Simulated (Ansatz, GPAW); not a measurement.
# 1T-VSeTe monolayer: simulated STM images, part 2 of 2

Wanted: filled- and empty-state images of 1T-VSeTe monolayer, with its work function.

GPAW 26.7.0 and Ansatz 0.2.0; Ansatz plane waves; layer without images along its normal, relaxation of atoms and in-plane cell (the session's first sound run).

So far, upper work function (eV): step 3 (the slab's potential) 5.03.

## Step 4: A second plane-wave code

A second program with its own datasets checks the number independently.

This step: Ansatz plane waves; slab in vacuum with a dipole correction (Ansatz 0.2.0).

input.yaml reads:

```yaml
crystal:
  lattice:
    - [3.4891801994, 0.0, 0.0]
    - [-1.7445900997, 3.0217186911, 0.0]
    - [0.0, 0.0, 30.964091209]
  atoms:
    - { symbol: Te, position: [0.6666666667, 0.3333333333, 0.29480323] }
    - { symbol: V, position: [0.0, 0.0, 0.3540049251], spin: 1.0 }
    - { symbol: Se, position: [0.3333333333, 0.6666666667, 0.4010560761] }
magnetization:
  spin_polarized: true
kpoints:
  mp_grid: { grid: [9, 9, 1] }
hamiltonian:
  xc: pbe
scf:
  occupations: { method: fermi_dirac, width: 0.05 }
efield:
  axis: 3
  dipole_correction: true
  ramp_width: 0.05
output:
  forces: true
  band_densities: [{ e_range: [-0.5, 0] }, { e_range: [0, 0.5] }]
  write_potential: true
  write_density: true
  volumetric_format: npy
```

Command:

```
> ansatz run input.yaml --threads 4 --pin off --max-ram 8192MiB --backend cpu --events-out ev --progress --plain --runs-dir out
```

The job ended after 7.7 s (4 threads of Intel Xeon Platinum 8488C (Sapphire Rapids), shared host; peak memory 0.87 GiB).

This step gave:

```yaml
site_moments: -0.06692, 0.8751, -0.03010 μB
upper_work_function: 5.017 eV
lower_work_function: 4.482 eV
dipole_along_the_normal: -0.03116 e·Å
dipole_field: -0.01727 V/Å
vacuum_level_above: 3.543 eV
vacuum_level_below: 3.008 eV
corrugation_e_range_minus_0p5_0_3: 0.5173 Å
decay_e_range_minus_0p5_0: 1.216 Å⁻¹
apparent_barrier_e_range_minus_0p5_0: 5.634 eV, hbar² kappa² / 2m (holds the in-plane momentum too)
corrugation_e_range_0_0p5_3: 0.5672 Å
decay_e_range_0_0p5: 1.191 Å⁻¹
apparent_barrier_e_range_0_0p5: 5.409 eV, hbar² kappa² / 2m (holds the in-plane momentum too)
```

The electrostatic potential energy of an electron (with the applied field's), less the Fermi level, planar mean by z:

z (Å), electrostatic potential energy of an electron (with the applied field's), less the Fermi level, planar mean (eV) and a bar from the least value:
```
        0       4.48 #############################
        1       4.48 #############################
        2       4.48 #############################
        3       4.48 #############################
        4       4.48 #############################
        5       4.48 #############################
        6       4.47 #############################
        7       4.31 ############################
        8       1.53 ######################
        9      -0.57 #################
       10      -4.13 #########
       11      -7.78 
       12      -5.01 ######
       13      -1.89 ##############
       14       4.59 #############################
       15       5.00 ##############################
       16       5.02 ##############################
       17       5.02 ##############################
       18       5.02 ##############################
       19       5.02 ##############################
       20       5.02 ##############################
       21       5.02 ##############################
       22       5.02 ##############################
       23       5.02 ##############################
       24       5.02 ##############################
       25       5.02 ##############################
       26       4.84 ##############################
       27       4.50 #############################
       28       4.48 #############################
       29       4.48 #############################
       30       4.48 #############################
```

The valence density, planar mean (density) oscillates, so the rows of the table below give means over windows of 1 Å about each position, cut where the curve ends. Its maxima inside the range that stand out by 2 % of the span (Å: e/Å³): 9.2: 1.42, 11.0: 1.26, 12.5: 1.83. Its minima: 10.0: 0.310, 11.8: 0.443.

The valence density, planar mean by z; means over each step:

```
z (Å)  density (e/Å³)  rho spin (e/Å³)
    5          4.0e-5           9.4e-7
    6          6.4e-4           9.1e-6
    7          0.0108           2.0e-5
    8           0.146         -0.00141
    9            1.06         -0.00578
   10           0.462           0.0122
   11           0.986           0.0706
   12           0.981          0.00972
   13           0.595          -5.4e-4
   14          0.0307           6.0e-4
   15         0.00147           8.8e-5
   16          7.5e-5           1.0e-5
   17          4.1e-6           1.1e-6
```

E_range_-0.5_0. Table of planar mean of the window's density by height over the top atom:

height over the top atom (Å), log10 planar mean of the window's density (e/Å³) and a bar from the least value:
```
     1.50       -2.8 ##############################
     1.70       -3.0 #############################
     1.90       -3.2 ############################
     2.10       -3.4 ###########################
     2.30       -3.6 ##########################
     2.50       -3.8 #########################
     2.70       -4.0 ########################
     2.90       -4.2 ########################
     3.10       -4.5 #######################
     3.30       -4.7 ######################
     3.50       -4.9 #####################
     3.70       -5.1 ####################
     3.90       -5.3 ###################
     4.10       -5.5 ##################
     4.30       -5.7 #################
     4.50       -5.9 ################
     4.70       -6.1 ###############
     4.90       -6.4 ##############
     5.10       -6.6 #############
     5.30       -6.8 ############
     5.50       -7.0 ###########
     5.70       -7.2 ##########
     5.90       -7.4 #########
     6.10       -7.6 ########
     6.30       -7.8 ########
     6.50       -8.0 #######
     6.70       -8.3 ######
     6.90       -8.5 #####
     7.10       -8.7 ####
     7.30       -8.9 ###
     7.50       -9.1 ##
     7.70       -9.3 #
     7.90       -9.5
```

Density over a1 and a2. Constant height 3 Å over the top atom, window e_range_-0.5_0.

Ten even steps from '0' (2.54 × 1e-5 e/Å³) to '9' (7.82 × 1e-5 e/Å³):
```
000112334555555433211000
001123445666665443211000
011234556777765543211000
112345677888776543211000
123456788888876543211001
234567889998876543211111
234578899998875432211112
345678999998765432211122
456788999988765432211223
456788999887654322222223
456788888876544322222234
456778887765443222222234
456677776654432222222234
455566655544322222222234
444555544433222211222233
334444433322222111222223
233333322222222112222222
222222222222222222222222
111111111122222222221111
111111111122222222211111
000000111222222222211100
000000112223333322211000
000001122334444332211000
000011223444444432211000
```
Columns: a1 from 0 to 0.958; rows upwards: a2 from 0 to 0.958.

Tip height over the top atom over a1 and a2. Constant current at the density 4.510e-05 e/Å^3, window e_range_-0.5_0.

Ten even steps from '_' (2.68 Å) to '@' (3.20 Å):
```
____..::--==++****############****++==--::..____
__..::--==++**####%%%%%%%%%%####**++==--::..____
..::--==++**####%%%%%%%%%%%%####**++==--::......
::--==++**##%%%%%%@@@@@@%%%%%%##**++==--::::..::
--==++**##%%%%@@@@@@@@@@@@%%%%##**++==--::::::::
==++**##%%%%@@@@@@@@@@@@@@%%%%##**++==----::----
++**####%%@@@@@@@@@@@@@@@@%%####**++==--------==
****##%%%%@@@@@@@@@@@@@@%%%%##****++==------==++
**##%%%%@@@@@@@@@@@@@@@@%%%%##**++============++
**##%%%%@@@@@@@@@@@@@@%%%%##****++==========++**
####%%%%@@@@@@@@@@@@%%%%####**++++========++++**
####%%%%%%@@@@@@%%%%%%####**++++==========++++**
####%%%%%%%%%%%%%%%%####**++++============++++**
**######%%%%%%######****++++==============++++**
****############******++++================++++**
******************++++++==================++++++
++++++++++++++++++============================++
================================================
------------------========================------
::::::::::::------======================------::
........::::::----====++++++++++++====----::::::
______....::----====++++++++++++++====----::....
______..::::--==++++************++++==--::::..__
______..::--==++******######******++==--::..____
```
Columns: a1 from 0 to 0.958; rows upwards: a2 from 0 to 0.958.

E_range_0_0.5. Table of planar mean of the window's density by height over the top atom:

```
height over the top atom (Å)  planar mean of the window's density (e/Å³)
                        1.50                                     0.00149
                        1.70                                      9.4e-4
                        1.90                                      5.9e-4
                        2.10                                      3.7e-4
                        2.30                                      2.3e-4
                        2.50                                      1.4e-4
                        2.70                                      8.9e-5
                        2.90                                      5.6e-5
                        3.10                                      3.5e-5
                        3.30                                      2.2e-5
                        3.50                                      1.3e-5
                        3.70                                      8.3e-6
                        3.90                                      5.2e-6
                        4.10                                      3.2e-6
                        4.30                                      2.0e-6
                        4.50                                      1.2e-6
                        4.70                                      7.7e-7
                        4.90                                      4.8e-7
                        5.10                                      3.0e-7
                        5.30                                      1.8e-7
                        5.50                                      1.2e-7
                        5.70                                      7.2e-8
                        5.90                                      4.5e-8
                        6.10                                      2.8e-8
                        6.30                                      1.8e-8
                        6.50                                      1.1e-8
                        6.70                                      6.9e-9
                        6.90                                      4.3e-9
                        7.10                                      2.7e-9
                        7.30                                      1.7e-9
                        7.50                                      1.1e-9
                        7.70                                     6.8e-10
                        7.90                                     4.3e-10
```

Density over a1 and a2. Constant height 3 Å over the top atom, window e_range_0_0.5.

Values in units of 1e-5 e/Å³, 12 rows by 16 columns, each cell a mean:
```
2.5 2.7 3.2 3.7 4.4 5.0 5.5 5.7 5.6 5.3 4.8 4.2 3.5 3.0 2.6 2.4
2.9 3.3 4.0 4.7 5.5 6.0 6.4 6.5 6.2 5.7 4.9 4.3 3.5 3.0 2.7 2.7
3.6 4.1 5.0 5.7 6.5 7.0 7.2 7.0 6.5 5.8 4.9 4.2 3.5 3.2 3.0 3.1
4.3 5.0 5.9 6.6 7.2 7.5 7.4 7.1 6.3 5.6 4.7 4.1 3.6 3.3 3.4 3.7
4.9 5.6 6.4 6.9 7.3 7.4 7.1 6.6 5.8 5.2 4.4 3.9 3.6 3.6 3.8 4.2
5.2 5.7 6.3 6.7 6.8 6.7 6.3 5.8 5.1 4.6 4.1 3.8 3.7 3.8 4.1 4.5
5.0 5.4 5.8 5.9 5.9 5.7 5.3 4.9 4.4 4.1 3.8 3.7 3.7 3.9 4.2 4.6
4.5 4.7 4.8 4.9 4.8 4.6 4.4 4.2 3.9 3.8 3.7 3.7 3.7 3.9 4.1 4.3
3.8 3.8 3.9 3.9 3.8 3.8 3.8 3.7 3.7 3.7 3.7 3.7 3.7 3.7 3.7 3.8
3.1 3.1 3.1 3.1 3.3 3.4 3.6 3.7 3.8 3.9 3.9 3.8 3.6 3.5 3.3 3.2
2.6 2.6 2.7 2.8 3.2 3.5 3.8 4.1 4.2 4.3 4.1 3.9 3.6 3.3 2.9 2.7
2.3 2.4 2.7 3.1 3.6 4.0 4.5 4.8 4.9 4.8 4.5 4.1 3.5 3.1 2.7 2.4
```
Columns: a1 from 0 to 0.958; rows upwards: a2 from 0 to 0.958.

Tip height over the top atom over a1 and a2. Constant current at the density 4.394e-05 e/Å^3, window e_range_0_0.5.

Ten even steps from '_' (2.63 Å) to '@' (3.20 Å):
```
____..::--==++**######%%%%######**++==--::..____
....::--==++**####%%%%%%%%%%####**++==--::....__
..::--==++**##%%%%%%%%%%%%%%%%##**++==--::......
----==++**##%%%%@@@@@@@@@@%%%%##**++==----::::::
====++**##%%%%@@@@@@@@@@@@%%%%##**++====--::::--
==++**##%%%%@@@@@@@@@@@@@@%%%%##**++====------==
++**##%%%%@@@@@@@@@@@@@@@@%%%%##**++====----====
**####%%@@@@@@@@@@@@@@@@@@%%####**++==========++
**##%%%%@@@@@@@@@@@@@@@@%%%%##****++========++**
####%%%%@@@@@@@@@@@@@@%%%%####**++++======++++**
##%%%%%%@@@@@@@@@@@@%%%%%%##****++++++++++++****
##%%%%%%@@@@@@@@@@%%%%%%##****++++++++++++++****
####%%%%%%%%%%%%%%%%####****++++++++++++++++****
######%%%%%%%%%%######****++++++++++++++++++****
**################******++++++++++++++++++++****
********************++++++++++++==++++++++++++**
++++++++++++++++++++++++++++++++++++++++++++++++
======================++++++++++++++++++========
==--------============++++++++++++++++==========
--::::::--------======++++++++++++++======------
........::::----====++++++++++++++++====----::::
..__....::::--====++++**********++++====--::::..
______..::--====++****************++====--::..__
____....--====++****##########****++====--....__
```
Columns: a1 from 0 to 0.958; rows upwards: a2 from 0 to 0.958.

The upper face's work function is 5.017 eV, against 5.026 eV in the first plane-wave PBE run at this geometry.

## Step 5: Side by side

Results and costs are gathered.

This step: comparison of work functions, dipole and cost (GPAW 26.7.0).

Ladder, by row:

```
  step    code  work function, upper (eV)  work function, lower (eV)  dipole (e Å)  wall time (s)  peak memory (GiB)  threads
    pw    GPAW                      5.026                      4.499      -0.03085          117.6               0.42        1
ansatz  Ansatz                      5.017                      4.482      -0.03116           7.67              0.868        4
```

## Step 6: What came out

```yaml
work_function_upper_and_lower_face: 5.026 and 4.499 eV
dipole_along_the_normal: -0.0308 e Å
corrugation_at_minus_0p5_v: 0.527 Å
corrugation_at_0p5_v: 0.481 Å
```

In words: The tip height varies by 0.48 to 0.53 Å over the cell, much the same at every bias tried. Negative sample bias images filled states, positive bias empty ones. The two faces differ by 0.53 eV, the step that the slab's dipole makes (e p/(ε0 A) gives 0.53 eV), so the dipole layer is needed. The two plane-wave codes differ by 0.0085 eV on the upper face. The images are of Tersoff-Hamann type: an s-wave tip, no tip-sample forces, heights closer than in a microscope. Ansatz gives corrugations of 0.52 Å at -0.5 V (GPAW 0.53) and 0.57 Å at 0.5 V (GPAW 0.48). GPAW's time includes a further run over the whole zone for the images, so the two times are not like for like. One magnetic start was tried; another order may lie lower. The layer's cell and atoms come from the relaxation; spin-orbit coupling and temperature are left out.

[Logs are printed without paths, hosts, clocks, repeated set-up lines and the standing remarks that a program may print on its own settings, such as how far it seeks lower states.]

[Hosts, paths, dates, database ids (printed as entryN), source tags and the programs' standing remarks are cut or masked in the printed files.]
